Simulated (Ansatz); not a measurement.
# Preparing LiLaO2 (P2_1/c) as a host crystal, part 2 of 4

Before any defect goes in: LiLaO2 (P2_1/c) at rest, and how it screens a charge.

Ansatz 0.2.0; plane-wave PAW DFT, PBEsol; relaxation of the host's cell and atoms (the session's first sound run).

So far: The starting structure; Host cell relaxation.

**3. Dielectric tensors of the host**

The response to a uniform electric field gives the electronic dielectric tensor.

This step: plane-wave PAW DFPT, PBEsol; dielectric tensors, Born charges and zone-centre modes of the host (Ansatz 0.2.0).

Input file eps/input.yaml:

```yaml
crystal:
  lattice:
    - [5.8297872785, 0.0, 0.023014202]
    - [0.0, 6.1586925744, 0.0]
    - [-1.2719365517, 0.0, 5.6994137441]
  atoms:
    - { symbol: Li, position: [0.3354116806, 0.3590401069, 0.3123689266] }
    - { symbol: Li, position: [0.6645883194, 0.8590401069, 0.1876310734] }
    - { symbol: Li, position: [0.6645883194, 0.6409598931, 0.6876310734] }
    - { symbol: Li, position: [0.3354116806, 0.1409598931, 0.8123689266] }
    - { symbol: La, position: [0.7984407191, 0.4296228656, 0.1973142049] }
    - { symbol: La, position: [0.2015592809, 0.9296228656, 0.3026857951] }
    - { symbol: La, position: [0.2015592809, 0.5703771344, 0.8026857951] }
    - { symbol: La, position: [0.7984407191, 0.0703771344, 0.6973142049] }
    - { symbol: O, position: [0.0899051013, 0.2394819497, 0.0151043243] }
    - { symbol: O, position: [0.9100948987, 0.7394819497, 0.4848956757] }
    - { symbol: O, position: [0.9100948987, 0.7605180503, 0.9848956757] }
    - { symbol: O, position: [0.0899051013, 0.2605180503, 0.5151043243] }
    - { symbol: O, position: [0.5730240207, 0.3695915225, 0.7969739047] }
    - { symbol: O, position: [0.4269759793, 0.8695915225, 0.7030260953] }
    - { symbol: O, position: [0.4269759793, 0.6304084775, 0.2030260953] }
    - { symbol: O, position: [0.5730240207, 0.1304084775, 0.2969739047] }
basis:
  ecutwfc: 420
hamiltonian:
  xc: pbesol
kpoints:
  mp_grid: { grid: [4, 4, 4] }
scf:
  occupations: { method: fixed }
  max_iter: 100
phonons:
  method: dfpt
  dielectric: true
  rigid_motions: translations
```

The run is started by

```console
$ ansatz run input.yaml --threads 4 --pin off --max-ram 7536MiB --backend cpu --events-out ev --progress --plain --runs-dir out
```

Numbers of over 12 decimals in the logs are rounded to 6 here.

Output:

```text
[...]
Crystal: 16 atoms, lattice volume = 204.811 Å³
Basis set: ecut = 420 eV, 3995 PW (Γ), exchange–correlation on 80×96×80 points (8 copies of the dense FFT grid, shifted against one another)
Bands: 68, of which v1, the nominal top of the filled ones, is band 52 counted from 1 (51 counted from 0)
Symmetry: 4 space group operations
k-points: 36 of 64 (irreducible under 1 space group operation, time reversal used)
[...]
SCF iter   1: F=—  HF=-29969.259619 eV  |F-HF|=—  |Δ(HF+E_count)|=         —  Δρ=1.52e-2  dr2=4.27e-1  ethr=1.77e-3  ⟨swp⟩=5.1  Hψ=8402  notcnv=0  defer=492
[...]
SCF iter  10: F=-29969.166233 eV  HF=-29969.166233 eV  |F-HF|=3.64e-12  |Δ(HF+E_count)|=  2.00e-10  Δρ=9.09e-8  dr2=2.02e-11  ethr=1.00e-12  ⟨swp⟩=18.8  Hψ=18824  notcnv=0
SCF 1 converged in 10 iterations: F = -29969.166233 eV  dr2 = 2.02e-11
[...]
NSCF: frozen V_eff on 2 k-points
DFPT response loops at Γ: preconditioner auto → Resta (q_TF=auto, 2.437 Å⁻¹)  ε∞=4.0 (no band partly filled); β = 1.00, the filter's whole step (`scf.mixing.beta` (0.50) is not read by the response loops at its default; [...]
── the response to a field inside a basis, on 4×4×4 k-points: an SCF that follows is theirs, and a resumed run solves both again ──
Bands: 53, of which v1, the nominal top of the filled ones, is band 52 counted from 1 (51 counted from 0)
k-points: 16 of 64
[...]
Eigensolver: Dense (16 Hₖ)
SCF iter   1: F=—  HF=-29968.941563 eV  |F-HF|=—  |Δ(HF+E_count)|=         —  Δρ=5.43e-4  dr2=1.95e-4  ethr=1.00e-1
[...]
SCF iter   5: F=-29968.941702 eV  HF=-29968.941702 eV  |F-HF|=1.42e-8  |Δ(HF+E_count)|=   3.43e-7  Δρ=4.34e-6  dr2=3.56e-8  ethr=3.42e-10
SCF 1 converged in 5 iterations: F = -29968.941702 eV  dr2 = 3.56e-8
[...]
SCF converged after 10 iterations
Free energy (F): -29969.166233 eV
[...]
Internal energy: -29969.166233 eV  (E = F + TS)
E sigma→0 (E₀):  -29969.166233 eV
Fermi energy:    8.693209 eV
[...]
--- Band table (eV; the first three rows and the last of 36) ---
[...]
[... further k-points left out ...]
--- Phonons (Γ-DFPT): 12 representative perturbations + reference, on 36 of 64 k-points (Σ response iterations 54) ---
  k mesh reduced under 1 symmetry operation, with k and −k counted as one. Each operation leaves every solved perturbation unchanged. A smaller set is not considered because the run solves the response to a homogeneous field
  ASR residual: 3.126e-5 → 0.000e0 eV/Å²; symmetrization residual: 5.878e-7 eV/Å²
  ASR residual per site (eV/Å²): 2.06e-5 2.06e-5 2.06e-5 2.06e-5 3.13e-5 3.13e-5 3.13e-5 3.13e-5 2.48e-5 2.48e-5 2.48e-5 2.48e-5 1.62e-5 1.62e-5 1.62e-5 1.62e-5
  Γ frequencies (cm⁻¹): 0.00 0.00 0.00 102.00 109.38 115.05 121.41 124.56 136.92 152.10 152.17 174.81 191.40 195.69 213.77 225.52 229.58 234.31 235.16 239.62 242.95 255.06 262.05 273.85 276.96 280.25 304.25 310.80 321.51 324.10 327.30 334.75 347.09 375.50 [...]
  ε∞ (high-frequency dielectric tensor):
        4.503732    -0.000000     0.008323
       -0.000000     4.582572     0.000000
        0.008323     0.000000     4.514012
  ε⁰ (static dielectric tensor: ions relaxed, cell fixed):
       20.935271    -0.000000     1.742531
       -0.000000    19.866525     0.000000
        1.742531     0.000000    23.548111
  ε⁰ − ε∞ (ionic part):
       16.431539    -0.000000     1.734208
       -0.000000    15.283953     0.000000
        1.734208     0.000000    19.034099
  softest optical mode at Γ: 102.00 cm⁻¹; the repairs (sum rule, projections) moved no ω² at Γ by more than (1.47 cm⁻¹)²
  Born effective charges Z* (e; rows j = field, columns β = displacement):
    site 0:
         1.04236    0.02841    0.03841
         0.06544    0.95208   -0.03101
         0.03522   -0.05160    1.02492
    site 1:
         1.04236   -0.02841    0.03841
        -0.06544    0.95208    0.03101
         0.03522    0.05160    1.02492
    site 2:
         1.04236    0.02841    0.03841
         0.06544    0.95208   -0.03101
         0.03522   -0.05160    1.02492
    site 3:
         1.04236   -0.02841    0.03841
        -0.06544    0.95208    0.03101
         0.03522    0.05160    1.02492
    site 4:
         3.98366    0.21365    0.05667
        -0.07204    4.19079   -0.09624
         0.08324   -0.22005    3.99653
    site 5:
         3.98366   -0.21365    0.05667
         0.07204    4.19079    0.09624
         0.08324    0.22005    3.99653
    site 6:
         3.98366    0.21365    0.05667
        -0.07204    4.19079   -0.09624
         0.08324   -0.22005    3.99653
    site 7:
         3.98366   -0.21365    0.05667
         0.07204    4.19079    0.09624
         0.08324    0.22005    3.99653
    site 8:
        -2.29524   -0.01553    0.01471
        -0.05373   -2.73249    0.18123
         0.00424    0.21150   -2.67083
    site 9:
        -2.29524    0.01553    0.01471
         0.05373   -2.73249   -0.18123
         0.00424   -0.21150   -2.67083
    site 10:
        -2.29524   -0.01553    0.01471
[...]
site 11:
[...]
site 12:
[...]
site 13:
[...]
site 14:
[...]
site 15:
[...]
Z* charge neutrality: 8.250e-3 e pre-enforcement
  solved inside a basis spanned on kpoints, on 4×4×4 k-points, its susceptibility summed on 8×6×8: ε∞ is read to err by 2.6e-2, Z* by 1.6e-2 e (field_mesh: kpoints solves on kpoints); Z* is corrected for what the basis lacks
  optical modes at Γ without the LO–TO term, one row a degenerate level:
      ω (cm⁻¹)  modes    IR ((D/Å)²/amu)
[...]
optical modes at Γ + LO–TO along q̂ = [1.0000, 0.0000, 0.0000]:
      ω (cm⁻¹)  modes    IR ((D/Å)²/amu)
[...]
optical modes at Γ + LO–TO along q̂ = [0.0000, 1.0000, 0.0000]:
      ω (cm⁻¹)  modes    IR ((D/Å)²/amu)
[...]
optical modes at Γ + LO–TO along q̂ = [0.0000, 0.0000, 1.0000]:
      ω (cm⁻¹)  modes    IR ((D/Å)²/amu)
[...]
427.03      1             7.5118
        443.73      1             4.8452
        446.91      1             0.0000
        460.68      1             0.0000
        489.91      1             0.0019
        497.39      1             9.2119
        501.22      1             0.0000
        520.44      1            65.7281
        542.91      1            22.9404
        549.21      1             0.0000
        559.08      1             0.0000
        565.73      1            32.6273
```

Wall time 6 min (4 threads of Arm Neoverse V2, shared host); peak memory 2.9 GiB; 23 min of CPU time.

Electronic dielectric tensor:

```
4.50 0.00 0.01
0.00 4.58 0.00
0.01 0.00 4.51
```

Static dielectric tensor:

```
20.94  0.00  1.74
 0.00 19.87  0.00
 1.74  0.00 23.55
```

The principal values of the electronic dielectric tensor are 4.50, 4.52 and 4.58. The principal values of the static dielectric tensor are 19.87, 20.06 and 24.42.

**4. Primitive cell on a dense mesh**

A dense mesh gives the host's converged energy, against which the supercell's sampling is tested.

This step: plane-wave PAW DFT, PBEsol; single point of the host's primitive cell on a dense mesh (Ansatz 0.2.0).

dense/input.yaml, as its differences from eps/input.yaml of step 3:

```diff
@@ -24,2 +24,3 @@
   ecutwfc: 420
+  xc_grid: 2
 hamiltonian:
@@ -27,9 +28,5 @@
 kpoints:
-  mp_grid: { grid: [4, 4, 4] }
+  mp_grid: { grid: [5, 5, 5] }
 scf:
-  occupations: { method: fixed }
-  max_iter: 100
-phonons:
-  method: dfpt
-  dielectric: true
-  rigid_motions: translations
+  occupations: { method: fermi_dirac, width: 0.01 }
+  max_iter: 80
```

Output:

```text
[...]
Crystal: 16 atoms, lattice volume = 204.811 Å³
Basis set: ecut = 420 eV, 3995 PW (Γ), exchange–correlation on 80×90×80 points (8 copies of the dense FFT grid, shifted against one another)
Bands: 68, of which v1, the nominal top of the filled ones, is band 52 counted from 1 (51 counted from 0)
Symmetry: 4 space group operations
[...]
k-points: 39 of 125
[...]
SCF iter   1: F=—  HF=-29969.259992 eV  |F-HF|=—  |Δ(HF+E_count)|=         —  Δρ=1.51e-2  dr2=4.24e-1  ethr=1.77e-3  ⟨swp⟩=7.2  Hψ=10941  notcnv=0  defer=56
[...]
SCF iter   8: F=-29969.166464 eV  HF=-29969.166464 eV  |F-HF|=6.13e-9  |Δ(HF+E_count)|=   3.41e-7  Δρ=2.78e-6  dr2=2.13e-8  ethr=1.97e-10  ⟨swp⟩=3.0  Hψ=4679  notcnv=0
SCF 1 converged in 8 iterations: F = -29969.166464 eV  dr2 = 2.13e-8
[...]
SCF converged after 8 iterations
Free energy (F): -29969.166464 eV
[...]
Internal energy: -29969.166464 eV  (E = F + TS)
E sigma→0 (E₀):  -29969.166464 eV
Fermi energy:    10.587798 eV
[...]
```

Elapsed: 6.1 s, on 4 threads; peak memory 0.9 GiB; 24 s of CPU time.

**5. Self-consistent run**

This step: plane-wave PAW DFT, PBEsol; single point of the defect-free supercell, a test of its k-points (Ansatz 0.2.0).

System of this step: LiLaO2 (P2_1/c). The cell holds 64 atoms: 16 Li, 16 La and 32 O. Cell: a = 10.981 Å, b = 9.563 Å, c = 10.981 Å, α = 111.2°, β = 111.8°, γ = 111.1°.

Input file pristine.sampling/input.yaml:

```yaml
crystal:
  lattice:
    - [-7.1017238302, 6.1586925744, 5.6763995422]
    - [4.5578507268, -6.1586925744, 5.7224279461]
    - [7.1017238302, 6.1586925744, -5.6763995422]
  atoms:
    - { symbol: Li, position: [0.3357045167, 0.3238903036, 0.3472258937] }
    - { symbol: Li, position: [0.3357045167, 0.8238903036, 0.8472258937] }
    - { symbol: Li, position: [0.8357045167, 0.3238903036, 0.8472258937] }
    - { symbol: Li, position: [0.8357045167, 0.8238903036, 0.3472258937] }
    - { symbol: Li, position: [0.0233355901, 0.4261096964, 0.2618142131] }
    - { symbol: Li, position: [0.0233355901, 0.9261096964, 0.7618142131] }
    - { symbol: Li, position: [0.5233355901, 0.4261096964, 0.7618142131] }
    - { symbol: Li, position: [0.5233355901, 0.9261096964, 0.2618142131] }
    - { symbol: Li, position: [0.1642954833, 0.1761096964, 0.6527741063] }
    - { symbol: Li, position: [0.1642954833, 0.6761096964, 0.1527741063] }
    - { symbol: Li, position: [0.6642954833, 0.1761096964, 0.1527741063] }
    - { symbol: Li, position: [0.6642954833, 0.6761096964, 0.6527741063] }
    - { symbol: Li, position: [0.4766644099, 0.0738903036, 0.7381857869] }
    - { symbol: Li, position: [0.4766644099, 0.5738903036, 0.2381857869] }
    - { symbol: Li, position: [0.9766644099, 0.0738903036, 0.2381857869] }
    - { symbol: Li, position: [0.9766644099, 0.5738903036, 0.7381857869] }
    - { symbol: La, position: [0.3134685353, 0.497877462, 0.6140317923] }
    - { symbol: La, position: [0.3134685353, 0.997877462, 0.1140317923] }
    - { symbol: La, position: [0.8134685353, 0.497877462, 0.1140317923] }
    - { symbol: La, position: [0.8134685353, 0.997877462, 0.6140317923] }
    - { symbol: La, position: [0.1161543303, 0.252122538, 0.0655910733] }
    - { symbol: La, position: [0.1161543303, 0.752122538, 0.5655910733] }
    - { symbol: La, position: [0.6161543303, 0.252122538, 0.5655910733] }
    - { symbol: La, position: [0.6161543303, 0.752122538, 0.0655910733] }
    - { symbol: La, position: [0.1865314647, 0.002122538, 0.3859682077] }
    - { symbol: La, position: [0.1865314647, 0.502122538, 0.8859682077] }
    - { symbol: La, position: [0.6865314647, 0.002122538, 0.8859682077] }
    - { symbol: La, position: [0.6865314647, 0.502122538, 0.3859682077] }
    - { symbol: La, position: [0.3838456697, 0.247877462, 0.9344089267] }
    - { symbol: La, position: [0.3838456697, 0.747877462, 0.4344089267] }
    - { symbol: La, position: [0.8838456697, 0.247877462, 0.4344089267] }
    - { symbol: La, position: [0.8838456697, 0.747877462, 0.9344089267] }
    - { symbol: O, position: [0.127293137, 0.0525047128, 0.1646935255] }
    - { symbol: O, position: [0.127293137, 0.5525047128, 0.6646935255] }
    - { symbol: O, position: [0.627293137, 0.0525047128, 0.6646935255] }
    - { symbol: O, position: [0.627293137, 0.5525047128, 0.1646935255] }
    - { symbol: O, position: [0.1121888127, 0.1974952872, 0.8247884242] }
    - { symbol: O, position: [0.1121888127, 0.6974952872, 0.3247884242] }
    - { symbol: O, position: [0.6121888127, 0.1974952872, 0.3247884242] }
    - { symbol: O, position: [0.6121888127, 0.6974952872, 0.8247884242] }
    - { symbol: O, position: [0.372706863, 0.4474952872, 0.8353064745] }
    - { symbol: O, position: [0.372706863, 0.9474952872, 0.3353064745] }
    - { symbol: O, position: [0.872706863, 0.4474952872, 0.3353064745] }
    - { symbol: O, position: [0.872706863, 0.9474952872, 0.8353064745] }
    - { symbol: O, position: [0.3878111873, 0.3025047128, 0.1752115758] }
    - { symbol: O, position: [0.3878111873, 0.8025047128, 0.6752115758] }
    - { symbol: O, position: [0.8878111873, 0.3025047128, 0.6752115758] }
    - { symbol: O, position: [0.8878111873, 0.8025047128, 0.1752115758] }
    - { symbol: O, position: [0.0832827136, 0.1849989627, 0.4713077716] }
    - { symbol: O, position: [0.0832827136, 0.6849989627, 0.9713077716] }
    - { symbol: O, position: [0.5832827136, 0.1849989627, 0.9713077716] }
    - { symbol: O, position: [0.5832827136, 0.6849989627, 0.4713077716] }
    - { symbol: O, position: [0.2863088089, 0.0650010373, 0.6482837509] }
    - { symbol: O, position: [0.2863088089, 0.5650010373, 0.1482837509] }
    - { symbol: O, position: [0.7863088089, 0.0650010373, 0.1482837509] }
    - { symbol: O, position: [0.7863088089, 0.5650010373, 0.6482837509] }
    - { symbol: O, position: [0.4167172864, 0.3150010373, 0.5286922284] }
    - { symbol: O, position: [0.4167172864, 0.8150010373, 0.0286922284] }
    - { symbol: O, position: [0.9167172864, 0.3150010373, 0.0286922284] }
    - { symbol: O, position: [0.9167172864, 0.8150010373, 0.5286922284] }
    - { symbol: O, position: [0.2136911911, 0.4349989627, 0.3517162491] }
    - { symbol: O, position: [0.2136911911, 0.9349989627, 0.8517162491] }
    - { symbol: O, position: [0.7136911911, 0.4349989627, 0.8517162491] }
    - { symbol: O, position: [0.7136911911, 0.9349989627, 0.3517162491] }
basis:
  ecutwfc: 420
  xc_grid: 2
hamiltonian:
  xc: pbesol
kpoints:
  mp_grid: { grid: [1, 1, 1], shift: [0.25, 0.25, 0.25] }
scf:
  occupations: { method: fermi_dirac, width: 0.01 }
  max_iter: 80
```

Output:

```text
[...]
Crystal: 64 atoms, lattice volume = 819.245 Å³
Basis set: ecut = 420 eV, 16015 PW (Γ), exchange–correlation on 150×128×150 points (8 copies of the dense FFT grid, shifted against one another)
Bands: 272, of which v1, the nominal top of the filled ones, is band 208 counted from 1 (207 counted from 0)
Symmetry: 16 space group operations
[...]
k-points: 1
[...]
SCF iter   1: F=—  HF=-119877.101360 eV  |F-HF|=—  |Δ(HF+E_count)|=         —  Δρ=1.53e-2  dr2=1.74e0  ethr=1.77e-3  ⟨swp⟩=7.0  Hψ=1180  notcnv=0  defer=6
[...]
SCF iter   8: F=-119876.720004 eV  HF=-119876.720004 eV  |F-HF|=2.53e-8  |Δ(HF+E_count)|=   1.22e-6  Δρ=2.69e-6  dr2=7.40e-8  ethr=1.97e-10  ⟨swp⟩=3.0  Hψ=469  notcnv=0
SCF 1 converged in 8 iterations: F = -119876.720004 eV  dr2 = 7.40e-8
[...]
SCF converged after 8 iterations
Free energy (F): -119876.720004 eV
[...]
Internal energy: -119876.720004 eV  (E = F + TS)
E sigma→0 (E₀):  -119876.720004 eV
Fermi energy:    10.626776 eV
[...]
```

Wall time 4.4 s (4 threads); peak memory 1.6 GiB.

Numbers from this step:

```
energy over dense mesh : -8.46e-4 eV/atom
```

(Part 2 of 4 ends here.)

[Logs are printed without paths, hosts, clocks, repeated set-up lines and the standing remarks that a program may print on its own settings, such as how far it seeks lower states.]

[Hosts, paths, dates, database ids (printed as entryN), source tags and the programs' standing remarks are cut or masked in the printed files.]

[Runs of the host that timed out are not shown.]

[For some hosts the program warned that the k-mesh of the response run may be too coarse for force constants and the static dielectric constant; such warnings are not always shown.]
